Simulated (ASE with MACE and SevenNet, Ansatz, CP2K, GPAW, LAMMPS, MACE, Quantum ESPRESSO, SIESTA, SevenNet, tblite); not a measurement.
## Machine-learned potentials on amorphous 63SiO2-37Rb2O (mol %) (105 atoms): settings against a plane-wave reference

How do the settings of machine-learned potentials change the result for amorphous 63SiO2-37Rb2O (mol %) (105 atoms)? A plane-wave run serves as the yardstick.

Main program and level: ASE with MACE and SevenNet; the method is named at each step.

### 1. Starting point

The cell holds 105 atoms: 22 Si, 26 Rb and 57 O. Cell: a = 12.074 Å, b = 12.074 Å, c = 12.074 Å, α = 90.0°, β = 90.0°, γ = 90.0°. 105 atoms (22 Si, 26 K, 57 O) placed at random at 2.46 g/cm³, melted at 5000 K for 10 ps at fixed volume with the Morse and Coulomb pair potential with partial charges (Pedone, Malavasi, Menziani, Cormack and Segre, J. Phys. Chem. B 110, 11780 (2006)). Quenched from 5000 K to 300 K at 1000 K/ps and fixed volume, held 10 ps at zero pressure, then minimised at fixed cell. Then K was replaced by Rb and the cell scaled by 1.013 (the potential has no terms for the new elements, so the cell is a start for a DFT relaxation).

The yardstick, on the same geometry:

* method: Kohn-Sham DFT, PBE, PAW, plane waves (Ansatz 0.2.0); cutoff 420 eV, Γ point, fermi-dirac smearing of 0.05 eV; PAW set soft_2
* r.m.s. force component: 0.6148 eV/Å
* longest force: 2.268 eV/Å
* pressure: 4.895 GPa
* gap (highest filled to lowest empty level): 2.875 eV
* SCF cycles: 9
* time: 34 s on 4 threads of Arm Neoverse V1, shared host
* CPU time: 2.2 min

### 2. MACE MPA-0 medium potential

Method: machine-learned interatomic potential MACE MPA-0 medium, trained on PBE(+U) plane-wave data.

File run.py:

```python
import numpy as np
from ase.io import read
import mlip  # loads the published weights by name

atoms = read("structure.xyz")
atoms.calc = mlip.calc("mace-mpa-0-medium")
energy = atoms.get_potential_energy()
forces = atoms.get_forces()
print(f"energy {energy:.6f} eV")
print("forces (eV/A)")
for i, (a, f) in enumerate(zip(atoms, forces)):
    print(f"{i:4d} {a.symbol:2s} {f[0]:10.5f} {f[1]:10.5f} {f[2]:10.5f}")
stress = -atoms.get_stress(voigt=False) * 160.21766
print("stress (GPa, compression positive)")
for row in stress:
    print(" ".join(f"{x:10.4f}" for x in row))
```

File structure.xyz:

```xyz
105
Lattice="12.07362 0.00000 0.00000 0.00000 12.07362 0.00000 0.00000 0.00000 12.07362" Properties=species:S:1:pos:R:3 pbc="T T T"
Si 0.81207 7.24586 9.76671
Si 10.47809 8.84972 3.15508
Si 9.48793 7.04266 5.68088
Si 6.47206 3.83543 11.09252
Si 4.02897 0.63302 8.06928
Si 0.36426 7.68015 6.64653
Si 7.41079 7.64562 8.17251
Si 0.34180 2.38695 5.12368
Si 2.84998 1.38702 3.23754
Si 5.92030 1.54941 4.29712
Si 6.98000 11.22436 11.28425
Si 5.22450 9.90133 8.99630
Si 9.98657 8.37318 9.95180
Si 11.02527 10.34154 7.57414
Si 8.64121 8.96128 0.64618
Si 0.66586 2.46459 10.74564
Si 7.66554 5.87961 0.96215
Si 2.80156 9.45461 10.63903
Si 3.61834 3.07672 9.88648
Si 7.05450 1.51367 1.17923
Si 2.79118 7.16231 4.46821
Si 0.81775 0.80265 7.91522
Rb 7.69911 9.94190 5.35827
Rb 11.55530 5.95326 0.42994
Rb 9.03867 3.07974 6.01653
Rb 3.38737 0.80459 0.10347
Rb 10.71123 2.93944 1.43193
Rb 1.45294 10.71546 4.86712
Rb 11.91449 0.31162 2.18967
Rb 6.03838 3.80657 7.54372
Rb 1.63513 9.13224 2.07292
Rb 9.51691 1.85668 10.79683
Rb 4.55357 4.42414 3.10690
Rb 8.54462 3.72495 3.29151
Rb 4.49187 6.52470 10.63070
Rb 3.46923 3.59528 5.90931
Rb 3.74946 6.43995 7.85341
Rb 0.72333 4.41834 8.13207
Rb 4.35870 10.90127 5.28849
Rb 11.89227 11.05400 10.95331
Rb 11.88129 5.55036 3.78097
Rb 2.34482 4.83186 0.80459
Rb 9.41670 0.03441 4.09090
Rb 7.52742 0.22276 7.60191
Rb 4.73238 10.53532 1.68717
Rb 4.66501 7.49965 1.88493
Rb 9.47224 5.04629 10.19545
Rb 6.44490 5.68257 4.97614
O 1.41672 7.39521 5.46899
O 8.60849 1.28210 1.35478
O 11.70586 3.67811 10.76182
O 5.82794 10.51178 10.36895
O 8.31389 7.59310 6.75688
O 3.33099 3.87877 8.56539
O 11.33085 10.11866 3.55158
O 2.59257 10.99182 10.55222
[... 45 atom lines left out ...]
O 1.56728 1.64298 4.27297
O 0.94343 7.18767 8.10997
O 0.24835 1.53407 6.56177
O 6.47412 6.40892 8.29989
```

The run is started by

```
OMP_NUM_THREADS=1 python run.py > output.txt
```

Output:

```text
energy -667.384939 eV
forces (eV/A)
   0 Si    0.01449    1.86429   -0.37753
   1 Si    0.46622   -1.38313   -0.37646
   2 Si    0.86118    1.19053    0.25039
   3 Si    0.65720   -0.87977    0.96067
   4 Si   -0.70283    0.87621    0.89599
   5 Si   -1.00189    1.05158    0.61138
   6 Si    0.83058    0.51687    0.23840
   7 Si    0.94425    0.42244    0.04788
   8 Si    0.01957    0.41350    0.13991
   9 Si   -0.15252   -0.52746   -1.71846
  10 Si    1.28873    0.29803   -0.79428
  11 Si   -0.25053   -0.16283    1.61456
  12 Si   -0.18772    0.32771   -0.95799
  13 Si    0.26621   -1.50093   -0.18176
  14 Si   -0.12372   -0.93637   -0.57998
  15 Si   -0.05114   -0.32548   -0.69864
  16 Si    0.24436   -0.19997    0.01372
  17 Si    0.57060    0.02041   -0.32768
  18 Si   -0.07087   -1.41366   -1.55914
  19 Si    0.27674   -0.54622   -0.54089
  20 Si    0.66382    0.38440    0.14778
  21 Si    0.77362    0.74875   -0.50042
  22 Rb   -0.17174   -0.92638    0.05893
  23 Rb   -0.36547    0.89276    0.09986
[...]
97 O     0.12771   -0.68672    0.78222
  98 O     0.42597   -0.14621   -1.17943
  99 O     0.09158   -0.24514    1.07359
 100 O    -0.36483   -1.10406    0.00351
 101 O     0.10672   -0.68323    0.33338
 102 O     0.19457   -0.29502   -0.53255
 103 O    -0.33990   -0.71438    0.62863
 104 O    -0.54385   -0.93544    0.04625
stress (GPa, compression positive)
    3.3934     0.6163     0.6079
    0.6163     6.8285    -1.0754
    0.6079    -1.0754     5.0118
```

The job ended after 10 s (1 thread of Arm Neoverse V1, shared host; peak memory 1.1 GiB).

Banners, paths, timers and routine set-up lines are dropped from the logs unmarked, and long logs keep their key lines alone; longer cuts are marked.

Compared with the plane-wave run:

| Item | Value |
| --- | --- |
| r.m.s. force component | 0.6218 eV/Å |
| r.m.s. difference of force components | 70.97 meV/Å |
| longest difference of force vectors | 281 meV/Å |
| force difference over r.m.s. force | 11.54 % |
| slope of forces against the reference's | 1.005 |
| correlation of force components | 0.9935 |
| pressure | 5.078 GPa |
| pressure difference | 0.1831 GPa |

Length of the force difference by element (eV/Å):

```
element  atoms   mean  most
      O     57  0.093  0.19
     Rb     26  0.092  0.21
     Si     22   0.17  0.28
```

A closer look about Si19, which bears the longest force: 9 atoms, nearest first, numbered in the order of the input, with positions taken from that point.

```
atom      x      y      z  distance (Å)  bonds     Fx     Fy  Fz (eV/Å)
Si19   0.00   0.00   0.00          0.00      4  -0.07  -1.41      -1.56
 O54  -0.29   0.80  -1.32          1.57      5   0.16   1.08      -0.51
 O65   1.25   0.67   0.83          1.64      3  -0.54   0.41       0.83
 O76  -1.36  -0.15   0.91          1.64      4   0.53   0.40       0.75
O100   0.47  -1.55  -0.43          1.67      3   0.09  -0.25       1.07
 Si5   0.41  -2.44  -1.82          3.07      4  -0.70   0.88       0.90
Si16  -2.95  -0.61   0.86          3.14      4  -0.05  -0.33      -0.70
 Si4   2.85   0.76   1.21          3.19      4   0.66  -0.88       0.96
Rb26  -0.23  -2.27   2.29          3.23      7  -0.01   0.16      -0.36
```

Atoms are counted from 1 here, from 0 in the log.

Forces lie 12 % from the reference's, at 0.072 times its CPU time (on 1 against 4 cores).

### 3. MACE MP-0b3 medium potential

Method: machine-learned interatomic potential MACE MP-0b3 medium, trained on PBE(+U) plane-wave data.

Edit run.py of step 2 so:

```diff
@@ -5,3 +5,3 @@
 atoms = read("structure.xyz")
-atoms.calc = mlip.calc("mace-mpa-0-medium")
+atoms.calc = mlip.calc("mace-mp-0b3-medium")
 energy = atoms.get_potential_energy()
```

structure.xyz is that of step 2.

Output:

```text
energy -668.638209 eV
forces (eV/A)
   0 Si   -0.13915    2.00274   -0.48402
   1 Si    0.38195   -1.31561   -0.38432
   2 Si    0.76676    1.30400    0.29931
   3 Si    0.65467   -0.80417    0.88026
   4 Si   -0.57903    0.84490    0.86756
   5 Si   -1.15980    1.13214    0.76202
   6 Si    0.89066    0.48413    0.13578
   7 Si    0.99453    0.35117    0.14150
   8 Si    0.09455    0.24655    0.03073
   9 Si   -0.03404   -0.57158   -1.69415
  10 Si    1.26906    0.26048   -0.80790
  11 Si   -0.30500   -0.06427    1.58897
  12 Si   -0.15015    0.35315   -1.00067
  13 Si    0.17825   -1.50263   -0.17285
  14 Si   -0.10170   -0.82566   -0.59339
  15 Si   -0.04678   -0.26483   -0.91597
  16 Si    0.22342   -0.20206   -0.10006
  17 Si    0.60053    0.04004   -0.47180
  18 Si    0.06784   -1.39544   -1.70249
  19 Si    0.16193   -0.64767   -0.57597
  20 Si    0.81764    0.59166    0.22137
  21 Si    0.59901    0.65949   -0.43528
  22 Rb   -0.11551   -0.85607    0.03020
  23 Rb   -0.30571    0.77882    0.14037
[...]
97 O     0.19964   -0.76993    0.80086
  98 O     0.51476   -0.17690   -1.15913
  99 O     0.03473   -0.26145    1.16853
 100 O    -0.36014   -1.09561    0.04373
 101 O     0.06729   -0.61557    0.32909
 102 O     0.24427   -0.34124   -0.51979
 103 O    -0.35777   -0.55877    0.46519
 104 O    -0.63746   -0.95441    0.00432
stress (GPa, compression positive)
    3.4620     0.6076     0.5340
    0.6076     6.5985    -1.0239
    0.5340    -1.0239     4.7982
```

Elapsed: 8.9 s, on 1 thread; peak memory 1.1 GiB.

Compared with the plane-wave run:

* r.m.s. force component: 0.6071 eV/Å
* r.m.s. difference of force components: 91.39 meV/Å
* longest difference of force vectors: 442.7 meV/Å
* force difference over r.m.s. force: 14.87 %
* slope of forces against the reference's: 0.9766
* correlation of force components: 0.9889
* pressure: 4.953 GPa
* pressure difference: 0.0581 GPa

Against the first run (12 %), the force difference from the reference is 15 %, at 0.93 times the CPU time.

### 4. SevenNet l3i5 potential

Method: machine-learned interatomic potential SevenNet l3i5, trained on PBE(+U) plane-wave data.

Edit run.py of step 3 so:

```diff
@@ -5,3 +5,3 @@
 atoms = read("structure.xyz")
-atoms.calc = mlip.calc("mace-mp-0b3-medium")
+atoms.calc = mlip.calc("7net-l3i5")
 energy = atoms.get_potential_energy()
```

structure.xyz is that of step 3.

Output:

```text
energy -668.210999 eV
forces (eV/A)
   0 Si    0.01773    1.88890   -0.39929
   1 Si    0.59791   -1.34870   -0.50387
   2 Si    0.77090    1.13491    0.23093
   3 Si    0.63808   -0.88033    1.02393
   4 Si   -0.64961    0.91210    0.86207
   5 Si   -1.15640    1.08503    0.63481
   6 Si    0.79490    0.31096    0.12211
   7 Si    0.93901    0.39253    0.02215
   8 Si    0.13314    0.41808    0.04072
   9 Si   -0.07434   -0.40981   -1.79161
  10 Si    1.33173    0.38274   -0.76246
  11 Si   -0.24741    0.02799    1.75142
  12 Si   -0.17455    0.36146   -0.96665
  13 Si    0.12006   -1.38724   -0.18583
  14 Si   -0.19681   -0.87373   -0.50600
  15 Si   -0.07795   -0.24660   -0.88148
  16 Si    0.23500   -0.28855    0.03091
  17 Si    0.62222    0.10893   -0.35786
  18 Si   -0.02525   -1.37994   -1.63165
  19 Si    0.24426   -0.62191   -0.55379
  20 Si    0.78598    0.48918    0.24011
  21 Si    0.68116    0.64981   -0.48494
  22 Rb   -0.13591   -0.86041   -0.03632
  23 Rb   -0.35151    0.82226    0.16702
[...]
97 O     0.13710   -0.70299    0.75864
  98 O     0.49970   -0.12863   -1.16894
  99 O     0.09190   -0.24421    1.10966
 100 O    -0.36622   -1.13282    0.05121
 101 O     0.04909   -0.67915    0.32567
 102 O     0.25028   -0.35473   -0.53588
 103 O    -0.34504   -0.60075    0.50534
 104 O    -0.51443   -0.91568    0.05227
stress (GPa, compression positive)
    3.2613     0.6593     0.5609
    0.6593     6.5670    -1.0398
    0.5609    -1.0398     4.7727
```

Run time: 11 s. Hardware: 1 thread; peak memory 1.5 GiB.

Against the reference:

```yaml
r_m_s_force_component: 0.6127 eV/Å
r_m_s_difference_of_force_components: 53.59 meV/Å
longest_difference_of_force_vectors: 219.8 meV/Å
force_difference_over_r_m_s_force: 8.716 %
slope_of_forces_against_the_reference_s: 0.9928
correlation_of_force_components: 0.9962
pressure: 4.867 GPa
pressure_difference: -0.0278 GPa
```

Against the first run (12 %), the force difference from the reference is 8.7 %, at 1.2 times the CPU time.

### 5. The ladder

Differences are against the plane-wave reference, forces as r.m.s. over components; share is that over the reference's r.m.s. force, slope the least-squares factor from reference forces to these. Total energies of different programs have different zeros and aren't compared.

```
                         run  Δ force, r.m.s. (meV/Å)  share (%)  slope  Δ pressure (GPa)  cores  CPU time  memory (GiB)
                   reference                        -          -      -                 -      4   2.2 min           2.3
 MACE MPA-0 medium potential                     71.0       11.5  1.005             0.183      1     9.6 s           1.1
MACE MP-0b3 medium potential                     91.4       14.9  0.977            0.0581      1     8.9 s           1.1
     SevenNet l3i5 potential                     53.6       8.72  0.993           -0.0278      1      11 s           1.5
```

Times of the machine-learned potentials are mostly Python's start and the loading of weights.

CPU time is summed over cores on a shared host, where runs went side by side, so it is rough. Symmetry, cutoffs, thresholds, outputs and thread counts weren't matched or tuned between programs; memory under MPI is the largest rank's times the ranks.

### 6. Summary of results

```json
{
  "nearest in forces": "SevenNet l3i5 potential, 8.7 %",
  "its CPU time": "11 s"
}
```

In words: Machine-learned potentials differ by 8.7 % (SevenNet l3i5 potential) to 15 % (MACE MP-0b3 medium potential); they were trained on other programs' data. Machine-learned potentials mimic data converged in k, so the reference's own k-point error enters their differences. The quench rate of 1000 K/ps is many orders above laboratory rates, so the cell is likely richer in defects and strain than a real sample. The network of bonds at the start is that of the classical potential that made the cell, and needn't be the one that DFT or experiment would give. The reference's stress is far from hydrostatic: its diagonal is 3.3, 6.5, 4.9 GPa, compression counted positive. The reference's pressure of 4.9 GPa belongs to a cell and atoms that aren't relaxed at this level. The electronic-structure runs sample only Γ, in a cell whose shortest periodic width is 12 Å.

[Also dropped from logs without a mark: logging warnings of Python, and SIESTA's first energy breakdown and zero terms.]

[Logs are printed without paths, hosts, clocks, repeated set-up lines and the standing remarks that a program may print on its own settings, such as how far it seeks lower states.]

[Hosts, paths, dates, database ids (printed as entryN), source tags and the programs' standing remarks are cut or masked in the printed files.]
